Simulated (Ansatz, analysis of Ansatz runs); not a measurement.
# MgH2 (P4_2/mnm), nudged elastic band: V_Mg hop (3.0 Å) (q = −2), part 4 of 5

Wanted: path and barrier of a jump of Mg in MgH2 (P4_2/mnm) at charge −2. The case: V_Mg hop (3.0 Å), in a cell of 72 host atoms with 1 Mg taken out.

Ansatz 0.2.0; plane-wave PAW DFT, PBEsol; nudged elastic band between two relaxed defect structures at fixed charge in a uniform background.

So far: The starting structure; Relaxation of the start point, charge −2; Relaxation of the end point, charge −2; Nudged elastic band, charge −2.

## (4) Nudged elastic band, charge −2 (continued)

Track of the atom that was set to move:

```
image  x (Å)  y (Å)  z (Å)  nearest neighbour  distance (Å)
    0  4.482  4.478  3.091                  H         1.836
    1   4.55  4.547  3.402                  H         1.817
    2  4.696  4.692  3.946                  H          1.74
    3  4.838  4.834   4.53                  H         1.736
    4  4.692  4.688  5.109                  H         1.741
    5  4.549  4.545  5.646                  H         1.817
    6  4.481  4.477  5.948                  H         1.835
```

The band met its tolerance of 0.04 eV/Å after 10 iterations, with image 3 on top (the start counts as 0). Mg62, which moves farthest between the ends, has 6 H at 1.84 to 2.01 Å nearest at the start and 4 H at 1.74 to 1.96 Å at the top.

## (5) Single point at the start point, PBEsol, denser k-mesh

Three single points on a mesh of more k-points (start, top, end) test the sampling. The start is shown; top and end are run alike.

This step: plane-wave PAW DFT, PBEsol; single point of a defect supercell on a structure of the PBEsol path.

Input file qm2.start.mesh/input.yaml:

```yaml
crystal:
  lattice:
    - [8.95437031, 0.0, 0.0]
    - [0.0, 8.95437031, 0.0]
    - [0.0, 0.0, 9.0232221]
  atoms:
    - { symbol: Mg, position: [0.2494049, 0.24898963, 0.166886] }
    - { symbol: Mg, position: [0.00039145, -6.6e-07, -0.00066204] }
[... 4 atom lines left out ...]
    - { symbol: Mg, position: [0.25818871, 0.25774881, 0.50441441] }
[... 1 atom line left out ...]
    - { symbol: H, position: [0.34634262, 0.34584937, 0.32970426] }
[... 5 atom lines left out ...]
    - { symbol: H, position: [0.34713528, 0.3464566, 0.66720791] }
[... 6 atom lines left out ...]
    - { symbol: H, position: [0.40292321, 0.59748516, 0.1668354] }
[... 2 atom lines left out ...]
    - { symbol: Mg, position: [0.25321238, 0.74725148, 0.49956155] }
[... 2 atom lines left out ...]
    - { symbol: H, position: [0.39537881, 0.60490718, 0.48291159] }
[... 14 atom lines left out ...]
    - { symbol: Mg, position: [0.74769954, 0.25278297, 0.49954774] }
[... 4 atom lines left out ...]
    - { symbol: H, position: [0.60541939, 0.39499058, 0.48283925] }
[... 12 atom lines left out ...]
    - { symbol: Mg, position: [0.74309904, 0.74272804, 0.50430086] }
    - { symbol: Mg, position: [0.50053047, 0.50010567, 0.34259759] }
[... 2 atom lines left out ...]
    - { symbol: H, position: [0.65462202, 0.6543417, 0.32952089] }
[... 4 atom lines left out ...]
    - { symbol: H, position: [0.65392858, 0.65348757, 0.66651694] }
    - { symbol: H, position: [0.59696382, 0.90255118, 0.83489394] }
total_charge: -2
basis:
  ecutwfc: 420
  xc_grid: 2
hamiltonian:
  xc: pbesol
kpoints:
  mp_grid: { grid: [2, 2, 2], shift: [0.5, 0.5, 0.5] }
scf:
  occupations: { method: fixed }
  max_iter: 100
output:
  forces: true
  eigenvalues: true
checkpoint:
  write: "../qm2.start.mesh.run"
  compress: false
  write_wavefunctions: false
  write_every: 100000
```

Run with:

```bash
$ ansatz run input.yaml --threads 4 --pin off --max-ram 7536MiB --backend cpu --events-out ev --progress --plain --runs-dir out
```

Numbers of over 12 decimals in the logs are rounded to 6 here.

What it wrote:

```text
[...]
Crystal: 71 atoms, lattice volume = 723.489 Å³
Basis set: ecut = 420 eV, 14111 PW (Γ), exchange–correlation on 120×120×128 points (8 copies of the dense FFT grid, shifted against one another)
Bands: 211, of which v1, the nominal top of the filled ones, is band 140 counted from 1 (139 counted from 0)
Symmetry: 1 space group operations
[...]
k-points: 4 of 8 (time reversal used)
[...]
SCF iter   1: F=—  HF=-44731.895193 eV  |F-HF|=—  |Δ(HF+E_count)|=         —  Δρ=1.88e-2  dr2=1.66e0  ethr=1.77e-3  ⟨swp⟩=5.0  Hψ=3074  notcnv=0  defer=270
[...]
SCF iter   7: F=-44731.034423 eV  HF=-44731.034423 eV  |F-HF|=1.37e-8  |Δ(HF+E_count)|=   4.08e-7  Δρ=1.27e-6  dr2=1.38e-8  ethr=3.57e-11  ⟨swp⟩=12.0  Hψ=2843  notcnv=0
SCF 1 converged in 7 iterations: F = -44731.034423 eV  dr2 = 1.38e-8
[...]
SCF converged after 7 iterations
Free energy (F): -44731.034423 eV
[...]
Internal energy: -44731.034423 eV  (E = F + TS)
E sigma→0 (E₀):  -44731.034423 eV
Fermi energy:    2.015838 eV
[...]
--- Forces (eV/Å), atoms counted from 1 ---
  atom   1  Mg     0.00069883    -0.00014519    -0.00164152
  atom   2  Mg     0.00077184     0.00071684     0.00016035
  [... 4 atoms left out ...]
  atom   7  Mg    -0.00141685    -0.00077701    -0.00120528
  [... 1 atom left out ...]
  atom   9  H      0.00033604     0.00047244    -0.00570757
  [... 5 atoms left out ...]
  atom  15  H     -0.00279296    -0.00192501    -0.00560516
  [... 9 atoms left out ...]
  atom  25  Mg    -0.00207513     0.00136861     0.00001827
  [... 2 atoms left out ...]
  atom  28  H      0.00046117    -0.00150624    -0.00070949
  [... 19 atoms left out ...]
  atom  48  H     -0.00128911     0.00103085    -0.00028615
  [... 12 atoms left out ...]
  atom  61  Mg     0.00016308    -0.00029831    -0.00132386
  atom  62  Mg    -0.00067647     0.00064850    -0.00168403
  [... 2 atoms left out ...]
  atom  65  H      0.00122483     0.00084931     0.00285977
  [... 4 atoms left out ...]
  atom  70  H      0.00265646     0.00310635     0.00514453
  [... 1 atom left out ...]
  max |Σ_I F_I| component: 1.38e-6 eV/Å
--- Band table (eV) ---
[...]
[... further k-points left out ...]
```

It took 15 s on 4 threads of Arm Neoverse V2, shared host; peak memory 2.7 GiB; 58 s of CPU time.

This step gave:

```yaml
free_energy: -44731.0344 eV
```

## (6) Barrier from single points, PBEsol, denser k-mesh

Analysis of the runs above: barrier from PBEsol single points on the PBEsol path.

It gives:

- barrier forward: 0.7388 eV
- barrier backward: 0.7388 eV
- end less start: 5.07e-5 eV

This gives 0.739 eV against the band's 0.735 eV (backward 0.739 against 0.735 eV). This mesh holds only the band's own point and its sign variants, so it tests the average over those and no finer sampling.

## (7) Single point at the start point, LDA

Three single points with LDA show how much the barrier depends on that choice; lattice and path are kept. The start is shown; top and end are run alike.

This step: plane-wave PAW DFT, LDA; single point of a defect supercell on a structure of the PBEsol path.

qm2.start.lda/input.yaml, as its differences from qm2.start.mesh/input.yaml of step 5:

```diff
@@ -37,5 +37,5 @@
 hamiltonian:
-  xc: pbesol
+  xc: lda
 kpoints:
-  mp_grid: { grid: [2, 2, 2], shift: [0.5, 0.5, 0.5] }
+  mp_grid: { grid: [1, 1, 1], shift: [0.25, 0.25, 0.25] }
 scf:
@@ -47,3 +47,3 @@
 checkpoint:
-  write: "../qm2.start.mesh.run"
+  write: "../qm2.start.lda.run"
   compress: false
```

What it wrote:

```text
[...]
Crystal: 71 atoms, lattice volume = 723.489 Å³
Basis set: ecut = 420 eV, 14111 PW (Γ), exchange–correlation on 120×120×128 points (8 copies of the dense FFT grid, shifted against one another)
Bands: 211, of which v1, the nominal top of the filled ones, is band 140 counted from 1 (139 counted from 0)
Symmetry: 1 space group operations
[...]
k-points: 1
[...]
SCF iter   1: F=—  HF=-44492.502831 eV  |F-HF|=—  |Δ(HF+E_count)|=         —  Δρ=2.34e-2  dr2=2.18e0  ethr=1.77e-3  ⟨swp⟩=5.0  Hψ=669  notcnv=0  defer=67
[...]
SCF iter   7: F=-44491.279573 eV  HF=-44491.279573 eV  |F-HF|=2.39e-9  |Δ(HF+E_count)|=   6.08e-8  Δρ=1.69e-6  dr2=1.53e-8  ethr=3.57e-11  ⟨swp⟩=12.0  Hψ=710  notcnv=0
SCF 1 converged in 7 iterations: F = -44491.279573 eV  dr2 = 1.53e-8
[...]
SCF converged after 7 iterations
Free energy (F): -44491.279573 eV
[...]
Internal energy: -44491.279573 eV  (E = F + TS)
E sigma→0 (E₀):  -44491.279573 eV
Fermi energy:    1.867178 eV
[...]
--- Forces (eV/Å), atoms counted from 1 ---
  atom   1  Mg     0.00474645     0.00393554     0.00008571
  atom   2  Mg     0.00058999     0.00052487     0.00439682
  [... 4 atoms left out ...]
  atom   7  Mg    -0.00085937    -0.00030389     0.00358272
  [... 1 atom left out ...]
  atom   9  H     -0.00586276    -0.00567866     0.00285288
  [... 5 atoms left out ...]
  atom  15  H     -0.03721716    -0.03617228     0.00061887
  [... 9 atoms left out ...]
  atom  25  Mg     0.00084221     0.00004569    -0.00673666
  [... 2 atoms left out ...]
  atom  28  H     -0.00946614     0.01138496    -0.02991582
  [... 19 atoms left out ...]
  atom  48  H      0.01154065    -0.00894434    -0.02947008
  [... 12 atoms left out ...]
  atom  61  Mg    -0.00157142    -0.00202888     0.00289460
  atom  62  Mg    -0.00056749     0.00072315    -0.00084640
  [... 2 atoms left out ...]
  atom  65  H      0.00617970     0.00570162     0.00295145
  [... 4 atoms left out ...]
  atom  70  H      0.03696664     0.03743716    -0.00108838
  [... 1 atom left out ...]
  max |Σ_I F_I| component: 3.25e-7 eV/Å
--- Band table (eV) ---
[...]
```

The job ended after 4.2 s (4 threads; peak memory 0.97 GiB; 15 s of CPU time).

This step gave:

* free energy: -44491.2796 eV

## (8) Barrier from single points, LDA

Analysis of the runs above: barrier from LDA single points on the PBEsol path.

It gives:

```yaml
barrier_forward: 0.7307 eV
barrier_backward: 0.7309 eV
end_less_start: -1.64e-4 eV
```

This gives 0.731 eV against the band's 0.735 eV.

## (9) Single point at the start point, r2SCAN

Three single points with a meta-GGA, at its higher cutoff of 500 eV, show what it does to the barrier on the path found. The start is shown; top and end are run alike.

This step: plane-wave PAW DFT, r2SCAN; single point of a defect supercell on a structure of the PBEsol path.

qm2.start.r2scan/input.yaml, as its differences from qm2.start.lda/input.yaml of step 7:

```diff
@@ -34,6 +34,6 @@
 basis:
-  ecutwfc: 420
+  ecutwfc: 500
   xc_grid: 2
 hamiltonian:
-  xc: lda
+  xc: r2scan
 kpoints:
@@ -47,3 +47,3 @@
 checkpoint:
-  write: "../qm2.start.lda.run"
+  write: "../qm2.start.r2scan.run"
   compress: false
```

What it wrote:

```text
[...]
Crystal: 71 atoms, lattice volume = 723.489 Å³
Basis set: ecut = 500 eV, 18381 PW (Γ), exchange–correlation on 144×144×144 points (8 copies of the dense FFT grid, shifted against one another)
Bands: 211, of which v1, the nominal top of the filled ones, is band 140 counted from 1 (139 counted from 0)
Symmetry: 1 space group operations
[...]
k-points: 1
[...]
SCF iter   1: F=—  HF=-45081.208703 eV  |F-HF|=—  |Δ(HF+E_count)|=         —  Δρ=1.24e-2  dr2=1.27e0  dr2_τ=1.30e-1  ethr=1.77e-3  ⟨swp⟩=5.0  Hψ=669  notcnv=0  defer=67
[...]
SCF iter   7: F=-45081.216322 eV  HF=-45081.216322 eV  |F-HF|=1.27e-9  |Δ(HF+E_count)|=   1.65e-7  Δρ=8.80e-7  dr2=3.54e-9  dr2_τ=9.67e-11  ethr=3.57e-11  ⟨swp⟩=12.0  Hψ=711  notcnv=0
SCF 1 converged in 7 iterations: F = -45081.216322 eV  dr2 = 3.54e-9
[...]
SCF converged after 7 iterations
Free energy (F): -45081.216322 eV
[...]
Internal energy: -45081.216322 eV  (E = F + TS)
E sigma→0 (E₀):  -45081.216322 eV
Fermi energy:    1.695444 eV
[...]
--- Forces (eV/Å), atoms counted from 1 ---
  atom   1  Mg     0.02186538     0.02161984    -0.00056328
  atom   2  Mg     0.00038226     0.00038031    -0.01224737
  [... 4 atoms left out ...]
  atom   7  Mg     0.01968346     0.02045108     0.02012264
  [... 1 atom left out ...]
  atom   9  H     -0.01431016    -0.01404437     0.00672021
  [... 5 atoms left out ...]
  atom  15  H     -0.10319170    -0.10186052    -0.00135225
  [... 9 atoms left out ...]
  atom  25  Mg     0.02763312    -0.02712235     0.01171371
  [... 2 atoms left out ...]
  atom  28  H     -0.03730443     0.03851795    -0.06928293
  [... 19 atoms left out ...]
  atom  48  H      0.03871702    -0.03667196    -0.06882500
  [... 12 atoms left out ...]
  atom  61  Mg    -0.02265579    -0.02280976     0.01899256
  atom  62  Mg    -0.00074868     0.00065723     0.05889169
  [... 2 atoms left out ...]
  atom  65  H      0.01521758     0.01458792     0.00872201
  [... 4 atoms left out ...]
  atom  70  H      0.10279956     0.10349650     0.00080842
  [... 1 atom left out ...]
  max |Σ_I F_I| component: 5.26e-3 eV/Å
--- Band table (eV) ---
[...]
```

Elapsed: 9.4 s, on 4 threads; peak memory 1.4 GiB.

Numbers from this step:

```yaml
free_energy: -45081.2163 eV
```

## (10) Barrier from single points, r2SCAN

Analysis of the runs above: barrier from r2SCAN single points on the PBEsol path.

It gives:

- barrier forward: 0.8353 eV
- barrier backward: 0.8359 eV
- end less start: -5.81e-4 eV

This gives 0.835 eV against the band's 0.735 eV.

[end of part 4 of 5]

[Logs are printed without paths, hosts, clocks, repeated set-up lines and the standing remarks that a program may print on its own settings, such as how far it seeks lower states.]

[Hosts, paths, dates, database ids (printed as entryN), source tags and the programs' standing remarks are cut or masked in the printed files.]
